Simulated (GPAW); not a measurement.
Records of electronic-structure calculations.

## A GW chain in GPAW: CsCaF3 (Pm-3m)

It takes space group Pm-3m (No. 221, cubic). The conventional cell has a = 4.521 Å, b = 4.521 Å, c = 4.521 Å, α = 90.00°, β = 90.00°, γ = 90.00°. Cs has 12 F at 3.20 Å nearest. Ca has 6 F at 2.26 Å nearest. Nearest to F lie 2 Ca at 2.26 Å and 4 Cs at 3.20 Å. Farther neighbours and most contacts between anions are not listed.

| Item | Value |
| --- | --- |
| method | DFT, LDA, plane waves, PAW (and 1 further level or step) |
| program | GPAW 26.7.0 |
| settings of one run | cutoff 600 eV, GPAW PAW setups 1.2.1 data release, 2×2×2 k-mesh, nbands 320 |
| cost | 3 runs, 73 s in all on 4 MPI ranks of Arm Neoverse V1, shared host (the runs of this entry) |
| notes | The cell and positions are those that the Materials Project relaxed with its own functionals (PBE, PBE+U or r2SCAN), kept fixed. Limits: no spin-orbit coupling. Bands and cutoff are finite, so the gap is not at the basis limit. The miss can reach some tenths of an eV and take either sign; the mesh is an error of its own. The 2×2×2 mesh is coarse for this cell, which bears on the long-range parts of exchange and screening. |
| LDA gap | 6.81 eV, indirect (only 25 meV under the direct gap) |
| G0W0 gap on the mesh | 10.21 eV |
| GW settings | 2×2×2 mesh, 144 bands, screening to 78 eV, Godby-Needs plasmon pole |
| known limits | not at the basis limit; no spin-orbit coupling; coarse k mesh |

G0W0 moves the gap on the mesh from 6.81 eV to 10.21 eV (+3.40 eV), with Z of 0.80 and 0.88 at the edges. Only 2 of the mesh's irreducible points were corrected, so a valley elsewhere could overtake.

[Runs of the session that timed out or met a known fault of the program may be left out.]

[Hosts, paths, dates, database ids (printed as entryN), source tags and the programs' standing remarks are cut or masked in the printed files.]
